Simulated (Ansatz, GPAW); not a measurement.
# A 8-layer slab of Sr(110): simulated STM images

Aim: Tersoff-Hamann images of a 8-layer slab of Sr(110) at several biases.

Main program and level: GPAW 26.7.0 and Ansatz 0.2.0; Ansatz plane waves; slab in vacuum with a dipole correction, relaxation, in the first sound run; inputs show where later runs differ.

Report form: the programs' logs are mostly left out.

## Step 1: The structure

The cell holds 8 atoms: 8 Sr. Cell: a = 6.080 Å, b = 4.299 Å, c = 33.047 Å, α = 90.0°, β = 90.0°, γ = 90.0°. Vacuum lies along c.

## Step 2: Relaxation

The atoms are relaxed first, since the surface dipole, and with it the work function, follows the positions of the outer layers. The lowest 4 atoms are held at bulk positions and keep their forces.

Input file input.yaml:

```yaml
crystal:
  lattice:
    - [6.08, 0.0, 0.0]
    - [0.0, 4.2992092296, 0.0]
    - [0.0, 0.0, 33.0472323036]
  atoms:
    - { symbol: Sr, position: [0.5, 0.5, 0.272337481] }
    - { symbol: Sr, position: [0.0, 0.0, 0.337383915] }
    - { symbol: Sr, position: [0.5, 0.5, 0.402430349] }
    - { symbol: Sr, position: [0.0, 0.0, 0.467476783] }
    - { symbol: Sr, position: [0.5, 0.5, 0.532523217] }
    - { symbol: Sr, position: [0.0, 0.0, 0.597569651] }
    - { symbol: Sr, position: [0.5, 0.5, 0.662616085] }
    - { symbol: Sr, position: [0.0, 0.0, 0.727662519] }
kpoints:
  mp_grid: { grid: [5, 7, 1] }
hamiltonian:
  xc: pbe
scf:
  occupations: { method: fermi_dirac, width: 0.1 }
efield:
  axis: 3
  dipole_correction: true
  ramp_width: 0.05
relax:
  f_tol: 0.02
  max_steps: 60
  constraints: [{ sites: [0, 1, 2, 3] }]
output:
  write_potential: true
  write_density: true
  volumetric_format: npy
```

Command:

```console
> ansatz run input.yaml --threads 4 --pin off --max-ram 8192MiB --backend cpu --events-out ev --progress --plain --runs-dir out
```

The job ended after 40 s (4 threads of Arm Neoverse V2, shared host; peak memory 1.4 GiB).

The steps of the relaxation:

```tsv
step	energy less that of the first step (eV)	largest force component (eV/Å)
1	0.0000	0.0690
2	-0.0030	0.0482
3	-0.0052	0.0055
```

Forces are held to the 4 operations that the run works with; a distortion that breaks them can't arise in this run.

The atoms that moved most (Å):

```tsv
atom	dx	dy	dz	length
Sr8	0.000	0.000	-0.148	0.148
Sr7	0.000	0.000	-0.090	0.090
Sr5	0.000	0.000	-0.031	0.031
Sr6	0.000	0.000	-0.024	0.024
```

The relaxed structure:

```cif
data_structure
_symmetry_space_group_name_H-M 'P 1'
_symmetry_Int_Tables_number 1
_cell_length_a 6.0800
_cell_length_b 4.2992
_cell_length_c 33.0472
_cell_angle_alpha 90.000
_cell_angle_beta 90.000
_cell_angle_gamma 90.000
_cell_volume 863.83
loop_
_atom_site_label
_atom_site_type_symbol
_atom_site_fract_x
_atom_site_fract_y
_atom_site_fract_z
_atom_site_occupancy
Sr1 Sr 0.50000 0.50000 0.27234 1
Sr2 Sr 0.00000 0.00000 0.33738 1
Sr3 Sr 0.50000 0.50000 0.40243 1
Sr4 Sr 0.00000 0.00000 0.46748 1
Sr5 Sr 0.50000 0.50000 0.53159 1
Sr6 Sr 0.00000 0.00000 0.59686 1
Sr7 Sr 0.50000 0.50000 0.65990 1
Sr8 Sr 0.00000 0.00000 0.72319 1
```

Numbers from this step:

```
free energy             : -28352.6381 eV
smearing term TS        : 0.3597 eV
symmetry operations     : 4
upper work function     : 2.597 eV
lower work function     : 2.596 eV
dipole along the normal : -1.60e-4 e·Å
dipole field            : -3.35e-5 V/Å
vacuum level above      : 3.974 eV
vacuum level below      : 3.973 eV
```

The electrostatic potential energy of an electron (with the applied field's), less the Fermi level, planar mean oscillates, so the rows of the table below give means over windows of 2.06 Å about each position, cut where the curve ends. Its maxima inside the range that stand out by 2 % of the span (Å: eV): 10.1: -0.965, 12.2: -0.830, 14.4: -0.840, 16.5: -0.982, 18.7: -0.801, 20.7: -1.06, 22.8: -1.17. Its minima: 9.0: -8.13, 11.2: -7.86, 13.4: -7.85, 15.4: -7.93, 17.6: -7.87, 19.7: -7.92, 21.7: -7.80, 23.9: -8.15.

Table of electrostatic potential energy of an electron (with the applied field's), less the Fermi level, planar mean by z; means over each step:

```tsv
z (Å)	electrostatic potential energy of an electron (with the applied field's), less the Fermi level, planar mean (eV)
1.03	2.60
3.09	2.59
5.15	2.56
7.21	1.55
9.27	-4.16
11.33	-4.02
13.39	-4.06
15.45	-4.09
17.51	-4.08
19.57	-4.08
21.63	-4.11
23.69	-4.21
25.75	1.65
27.81	2.57
29.87	2.60
31.93	2.60
```

The valence density, planar mean oscillates, so the rows of the table below give means over windows of 2.2 Å about each position, cut where the curve ends. Its maxima inside the range that stand out by 2 % of the span (Å: e/Å³): 9.0: 0.258, 11.2: 0.267, 13.4: 0.265, 15.4: 0.266, 17.6: 0.265, 19.7: 0.266, 21.9: 0.268, 23.9: 0.259. Its minima: 10.1: 0.0778, 12.2: 0.0757, 14.4: 0.0758, 16.5: 0.0801, 18.7: 0.0751, 20.7: 0.0841, 22.9: 0.0835.

Valence density, planar mean against z; means over each step:

```tsv
z (Å)	valence density, planar mean (e/Å³)
3.30	2.3e-5
5.50	0.00105
7.70	0.0636
9.90	0.178
12.10	0.180
14.30	0.180
16.50	0.183
18.70	0.179
20.90	0.188
23.10	0.184
25.30	0.0528
27.50	9.0e-4
29.70	1.9e-5
```

The relaxation lowered the energy of the cell by 0.00520 eV.

## Step 3: Plane waves, PBE

The work function is the vacuum plateau of the electrostatic potential less the Fermi level; a dipole layer lets the two faces have plateaus of their own.

This step: GPAW, PAW setups; slab in vacuum (GPAW 26.7.0).

Input file run.py:

```python
import json
import numpy as np
from ase import Atoms
from ase.dft.stm import STM
from gpaw import GPAW, PW

slab = Atoms(
    ['Sr', 'Sr', 'Sr', 'Sr', 'Sr', 'Sr', 'Sr', 'Sr'],
    positions=[
        [3.04000, 2.14960, 9.00000],
        [0.00000, 0.00000, 11.14960],
        [3.04000, 2.14960, 13.29921],
        [0.00000, 0.00000, 15.44881],
        [3.04000, 2.14960, 17.56753],
        [0.00000, 0.00000, 19.72450],
        [3.04000, 2.14960, 21.80776],
        [0.00000, 0.00000, 23.89951]],
    cell=[[6.08, 0.0, 0.0], [0.0, 4.29921, 0.0], [0.0, 0.0, 33.04723]],
    pbc=[True, True, False])

slab.calc = GPAW(mode=PW(400), xc='PBE', kpts={'size': (5, 7, 1), 'gamma': True},
                 occupations={'name': 'fermi-dirac', 'width': 0.1}, nbands='140%',
                 convergence={'density': 1e-05}, maxiter=200,
                 poissonsolver={'dipolelayer': 'xy'},
                 symmetry={'tolerance': 1e-3}, txt='slab.txt')
result = {}
energy = slab.get_potential_energy()
fermi = slab.calc.get_fermi_level()
v = slab.calc.get_electrostatic_potential().mean((0, 1)) - fermi
n = slab.calc.get_pseudo_density().mean((0, 1))
L = slab.cell[2, 2]
z = np.arange(len(v)) * L / len(v)
low, high = slab.positions[:, 2].min(), slab.positions[:, 2].max()
below, above = np.interp([low - 6.8, high + 6.8], z, v)
slopes = [np.interp(x, z, np.gradient(v, z)) for x in (low - 6.8, high + 6.8)]
eps = np.array([[slab.calc.get_eigenvalues(k, s) for k in range(len(slab.calc.get_ibz_k_points()))]
                for s in range(slab.calc.get_number_of_spins())]) - fermi
top, bottom = eps[eps < 0].max(), eps[eps > 0].min()
dipole = slab.get_dipole_moment()[2]
print(f'energy {energy:.4f} eV, Fermi level {fermi:.4f} eV, dipole {dipole:.5f} e A')
print(f'potential 6.8 A off the faces, from the Fermi level: lower {below:.4f} eV, upper {above:.4f} eV')
print(f'slope of the potential there: lower {slopes[0]:.5f}, upper {slopes[1]:.5f} eV/A')
print(f'nearest levels on the mesh: {top:.4f} and {bottom:.4f} eV')
print('magnetic moment', round(slab.get_magnetic_moment(), 3))
result.update(energy=energy, fermi=fermi, dipole=dipole, below=below, above=above, slopes=slopes, edges=[top, bottom],
              z=z.tolist(), v=v.tolist(), n=n.tolist(), positions=slab.positions.tolist(),
              forces=slab.get_forces(apply_constraint=False).tolist(), moments=slab.get_magnetic_moments().tolist())

# Images need the states of the whole zone, up to time reversal
slab.calc = slab.calc.fixed_density(symmetry={'point_group': False}, txt='states.txt',
                                    convergence={'bands': 'CBM+1.3'})
stm = STM(slab)
result['stm'] = []
for bias in [-1.0, 1.0]:
    height = high + 4.0
    current = stm.get_averaged_current(bias, height)
    x, y, h = stm.scan(bias, current)
    i, f = divmod(height / L * stm.ldos.shape[2], 1)
    I = abs((1 - f) * stm.ldos[:, :, int(i)] + f * stm.ldos[:, :, int(i) + 1])
    print(f'bias {bias} V: mean current at 4.0 A {current:.4e}, corrugation {np.ptp(h):.4f} A')
    result['stm'].append(dict(bias=bias, current=current, h=(h - high).tolist(), I=I.tolist()))
json.dump(result, open('result.json', 'w'))
```

Command:

```console
> OMP_NUM_THREADS=1 OPENBLAS_NUM_THREADS=1 python run.py
```

It took 16 min on 1 thread; peak memory 0.94 GiB.

This step gave:

* dipole along the normal: -2.96e-4 e·Å
* levels nearest the Fermi level on the mesh: -0.01456, 0.01624 eV from the Fermi level
* upper work function: 2.600 eV
* lower work function: 2.598 eV
* corrugation -1: 0.5504 Å
* corrugation 1: 0.5508 Å

The electrostatic potential energy of an electron (without an applied field's), less the Fermi level, planar mean oscillates, so the rows of the table below give means over windows of 2.12 Å about each position, cut where the curve ends. Its maxima inside the range that stand out by 2 % of the span (Å: eV): 10.1: -0.956, 12.2: -0.824, 14.4: -0.832, 16.5: -0.957, 18.7: -0.806, 20.8: -1.04, 22.8: -1.15. Its minima: 9.0: -7.08, 11.2: -6.78, 13.3: -6.84, 15.5: -6.82, 17.6: -6.85, 19.7: -6.87, 21.8: -6.81, 24.0: -7.01.

Table of electrostatic potential energy of an electron (without an applied field's), less the Fermi level, planar mean by z; means over each step:

```tsv
z (Å)	electrostatic potential energy of an electron (without an applied field's), less the Fermi level, planar mean (eV)
1.06	2.60
3.18	2.60
5.30	2.55
7.42	1.08
9.54	-3.57
11.66	-3.39
13.78	-3.44
15.90	-3.50
18.02	-3.42
20.14	-3.55
22.26	-3.59
24.38	-2.82
26.50	2.31
28.62	2.59
30.74	2.60
32.86	2.60
```

The pseudo valence density, planar mean oscillates, so the rows of the table below give means over windows of 2.07 Å about each position, cut where the curve ends. Its maxima inside the range that stand out by 2 % of the span (Å: e/Å³): 9.1: 0.297, 11.2: 0.311, 13.2: 0.304, 15.5: 0.309, 17.6: 0.310, 19.6: 0.301, 21.9: 0.306, 24.0: 0.300. Its minima: 10.1: 0.0764, 12.2: 0.0752, 14.5: 0.0776, 16.5: 0.0780, 18.6: 0.0757, 20.9: 0.0852, 22.9: 0.0829.

Pseudo valence density, planar mean against z; means over each step:

```tsv
z (Å)	pseudo valence density, planar mean (e/Å³)
3.10	1.6e-5
5.17	5.9e-4
7.24	0.0200
9.31	0.175
11.38	0.182
13.45	0.181
15.52	0.182
17.59	0.182
19.66	0.182
21.73	0.185
23.80	0.175
25.87	0.0122
27.94	4.1e-4
30.01	1.0e-5
```

Tip height over the top atom over a1 and a2. Sample bias -1 V, constant current at the mean current 4.0 Å over the top atom.

Ten even steps from '0' (3.67 Å) to '9' (4.21 Å):
```
999988765543211111234556788999
999988765543211111234556788999
999988765443211111234456788999
999988765432211111223456788999
999887765432111011123456778899
999887765432110001123456778899
999887655432100000123455678899
998887654432100000123445678889
998887654321100000112345678889
998887654321100000112345678889
998887654321100000112345678889
998887654432100000123445678889
999887655432100000123455678899
999887765432110001123456778899
999887765432111011123456778899
999988765432211111223456788999
999988765443211111234456788999
999988765543211111234556788999
999988765543211111234556788999
999988765543211111234556788999
```
Columns: a1 from 0 to 0.967; rows upwards: a2 from 0 to 0.95.

Local density of states summed over the bias window over a1 and a2. Sample bias -1 V, constant height 4.0 Å over the top atom.

Ten even steps from '0' (0.51 × 1e-4 arbitrary) to '9' (1.23 × 1e-4 arbitrary):
```
999887654322110001122345678899
999887654322110001122345678899
999877654321100000112345677899
998876554321100000112345567889
998876543321100000112334567889
888776543221000000012234567788
888776543211000000011234567788
888766543211000000011234566788
887765543211000000011234556778
887765543211000000011234556778
887765543211000000011234556778
888766543211000000011234566788
888776543211000000011234567788
888776543221000000012234567788
998876543321100000112334567889
998876554321100000112345567889
999877654321100000112345677899
999887654322110001122345678899
999887654322110001122345678899
999887654322110001122345678899
```
Columns: a1 from 0 to 0.967; rows upwards: a2 from 0 to 0.95.

Tip height over the top atom over a1 and a2. Sample bias 1 V, constant current at the mean current 4.0 Å over the top atom.

Ten even steps from '_' (3.71 Å) to '@' (4.25 Å):
```
********++++====--::::..______________..::::--====++++******
**********++====----::..______________..::----====++********
######****++++====--::....__________....::--====++++****####
##########**++++==----::....______....::----==++++**########
%%%%%%######**++====--::::..........::::--====++**######%%%%
%%%%%%%%%%##****++==----::..........::----==++****##%%%%%%%%
@@@@@@%%%%####**++====--::::......::::--====++**####%%%%@@@@
@@@@@@@@%%%%##****++==--::::......::::--==++****##%%%%@@@@@@
@@@@@@@@%%%%####**++==----::::::::::----==++**####%%%%@@@@@@
@@@@@@@@%%%%####**++==----::::::::::----==++**####%%%%@@@@@@
@@@@@@@@%%%%####**++==----::::::::::----==++**####%%%%@@@@@@
@@@@@@@@%%%%##****++==--::::......::::--==++****##%%%%@@@@@@
@@@@@@%%%%####**++====--::::......::::--====++**####%%%%@@@@
%%%%%%%%%%##****++==----::..........::----==++****##%%%%%%%%
%%%%%%######**++====--::::..........::::--====++**######%%%%
##########**++++==----::....______....::----==++++**########
######****++++====--::....__________....::--====++++****####
**********++====----::..______________..::----====++********
********++++====--::::..______________..::::--====++++******
******++++++==----::....______________....::----==++++++****
```
Columns: a1 from 0 to 0.967; rows upwards: a2 from 0 to 0.95.

Local density of states summed over the bias window over a1 and a2. Sample bias 1 V, constant height 4.0 Å over the top atom.

Values in units of 1e-4 arbitrary, 12 rows by 16 columns, each cell a mean:
```
4.9 4.8 4.5 4.2 3.9 3.6 3.3 3.1 3.1 3.2 3.4 3.7 4.0 4.4 4.7 4.8
5.1 5.0 4.8 4.4 4.0 3.7 3.4 3.2 3.2 3.3 3.5 3.8 4.2 4.6 4.9 5.1
5.5 5.4 5.1 4.7 4.2 3.8 3.5 3.3 3.3 3.4 3.7 4.0 4.5 4.9 5.3 5.5
6.0 5.8 5.5 5.0 4.5 4.0 3.7 3.4 3.4 3.5 3.8 4.2 4.7 5.2 5.7 5.9
6.3 6.1 5.7 5.2 4.7 4.2 3.8 3.5 3.5 3.6 3.9 4.4 4.9 5.5 5.9 6.2
6.5 6.3 5.9 5.3 4.8 4.2 3.8 3.6 3.5 3.7 4.0 4.5 5.0 5.6 6.1 6.4
6.4 6.2 5.8 5.3 4.7 4.2 3.8 3.6 3.5 3.6 4.0 4.4 5.0 5.5 6.0 6.3
6.1 6.0 5.6 5.1 4.6 4.1 3.7 3.5 3.4 3.6 3.9 4.3 4.8 5.3 5.8 6.1
5.7 5.6 5.3 4.8 4.4 3.9 3.6 3.4 3.3 3.5 3.7 4.1 4.6 5.1 5.4 5.7
5.3 5.2 4.9 4.5 4.1 3.7 3.4 3.3 3.2 3.3 3.6 3.9 4.3 4.7 5.0 5.2
5.0 4.8 4.6 4.3 3.9 3.6 3.3 3.2 3.1 3.2 3.4 3.7 4.1 4.4 4.7 4.9
4.8 4.7 4.5 4.2 3.8 3.5 3.3 3.1 3.1 3.2 3.4 3.7 4.0 4.3 4.6 4.8
```
Columns: a1 from 0 to 0.967; rows upwards: a2 from 0 to 0.95.

Force by atom:

```tsv
atom	x (eV/Å)	y (eV/Å)	z (eV/Å)	size
Sr1	0.0000	0.0000	0.0616	0.0616
Sr2	0.0000	0.0000	0.0174	0.0174
Sr3	0.0000	0.0000	-0.0695	0.0695
Sr4	0.0000	0.0000	-0.0201	0.0201
Sr5	0.0000	0.0000	0.0005	0.0005
Sr6	0.0000	0.0000	-0.0065	0.0065
Sr7	0.0000	0.0000	0.0038	0.0038
Sr8	0.0000	0.0000	0.0134	0.0134
```

The potential is flat to 1.7e-4 eV/Å where it is read, so the vacuum is wide enough. The geometry is the other program's minimum; here the largest force on a free atom is 0.013 eV/Å.

(Part 1 of 2 ends here.)

[Logs are printed without paths, hosts, clocks, repeated set-up lines and the standing remarks that a program may print on its own settings, such as how far it seeks lower states.]

[Hosts, paths, dates, database ids (printed as entryN), source tags and the programs' standing remarks are cut or masked in the printed files.]
